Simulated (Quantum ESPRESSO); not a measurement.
## CoO: energy over the lowest, ferro + against volume, fitted and tested on a withheld row

System: CoO, 1 Co and 1 O in the cell, space group Fm-3m. From the study “How volume moves the moments of CoO”.

Method: PBE; plane waves with GBRV 1.5 PBE potentials (Quantum ESPRESSO 7.5). Settings shared by all rows: cutoff 544.23 eV, fermi-dirac occupations, smearing width 0.136 eV. No Hubbard term acts here. In such compounds local and semilocal functionals without one often delocalise the d electrons, and can shrink or lose moments and miss the size, sign and order of the couplings.

The table, with one value held back:

```tsv
volume (factor)	energy over the lowest, ferro + (meV an atom)
0.8	?
0.86	176.1
0.92	94.3
0.96	68.4
1	62.5
1.05	78.1
1.1	114.2
1.16	177.9
```

**Question.** Choose a law, fit it, and give the withheld energy over the lowest, ferro + (volume = 0.8 factor).

**Law.** Energy against volume follows the Birch–Murnaghan form, which is a polynomial in the Eulerian strain: third order, a cubic in t = (V/1)^(−2/3) − 1. In symbols, E = c0 + c1 t + c2 t² + c3 t³, with energy over the lowest, ferro + in meV an atom.

**Fit.** Least squares on 7 rows gives c0 = 62.838, c1 = -104.121, c2 = 11520.4 and c3 = -3807.43.

```tsv
volume (factor)	t	computed	fit	computed − fit
0.86	0.10578	176.1	176.22	-0.12
0.92	0.057162	94.3	93.82	0.48
0.96	0.027588	68.4	68.65	-0.25
1	0	62.5	62.84	-0.34
1.05	-0.032003	78.1	78.09	0.01
1.1	-0.061564	114.2	113.80	0.40
1.16	-0.094209	177.9	178.08	-0.18
```

The slope vanishes at t = 0.004529, so the minimum lies at V = 1 × (1 + t)^(−3/2) = 0.9932. That is the minimum of this magnetic state alone.

**Prediction.** At volume = 0.8 factor, t = 0.1604, so the law predicts 326.81 meV an atom. The computed value is 313.9 meV an atom, 12.91 below the prediction. The row lies beyond the fitted rows, so this is an extrapolation. The miss is 43 times the rms residual of the fit, 0.30.

So the prediction fails: the law follows the fitted rows but not this one.

[Logs and program files are shortened in this print: banners, set-up blocks, solver, clock and traceback lines can be left out without a mark of their own.]

[Logs are printed without paths, hosts, clocks, repeated set-up lines and the standing remarks that a program may print on its own settings, such as how far it seeks lower states.]

[Hosts, paths, dates, database ids (printed as entryN), source tags and the programs' standing remarks are cut or masked in the printed files.]

[Where a cell is said to come from a database of computed structures, the database is the Materials Project.]
